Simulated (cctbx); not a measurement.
## CdCu2Si2: precision against data quality

Space group I4/mmm (no. 139), a = 3.9880 Å, b = 3.9880 Å, c = 9.0990 Å, α = 90.00°, β = 90.00°, γ = 90.00°.

```csv
atom,mult.,x,y,z,Ueq (Å²)
Cd1,2,0,0,0,0.0099
Cu1,4,1/2,0,1/4,0.0190
Si1,4,1/2,1/2,0.1241,0.0146
```

This is a model crystal, built by substitution and not relaxed, with assumed displacement parameters.

Five simulated data sets (cctbx; Mo Kα, λ = 0.71073 Å; 4 % proportional error) differ in resolution or exposure (noise floor 4 counts in the first three, 8 in the last two). Each is refined with the right model, isotropic at 1.1 Å and anisotropic otherwise. How do the figures of merit and the uncertainties move?

```csv
d min (Å),top counts,"⟨I/σ⟩ (unmerged, absences included)",unique,param. (scale apart),Rint,R1,GooF,largest s.u. xyz (fractional),s.u. U of Si1 (Å²),largest error (Å)
1.1,5000,6.8,27,4,0.035,0.0243,1.74,0.00081,0.0017,0.0073
0.84,5000,6.4,55,7,0.038,0.0102,0.83,0.00021,0.0005,0.0011
0.6,5000,4.7,126,7,0.053,0.0137,0.93,0.00016,0.0003,0.0008
0.75,300,1.2,71,7,0.252,0.0444,0.92,0.00114,0.0035,0.0032
0.75,3000,4.4,71,7,0.060,0.0150,0.90,0.00027,0.0007,0.0000
```

GooF reaches 1.74 where the model lacks something that the data hold (anisotropy at the isotropic level, for one). The s.u. of U for Si1 goes 0.0017, 0.0005, 0.0003 Å² with resolution and 0.0035, 0.0007 Å² with exposure.

The 1.1 Å row also differs in its displacement model, so it isn't a clean test of resolution.

Hardware for the 0.6 Å refinement: 0.6 s on 1 thread of Arm Neoverse N1, with other jobs on the host, peak memory 0.09 GiB.

[Logs are printed without paths, hosts, clocks, repeated set-up lines and the standing remarks that a program may print on its own settings, such as how far it seeks lower states.]
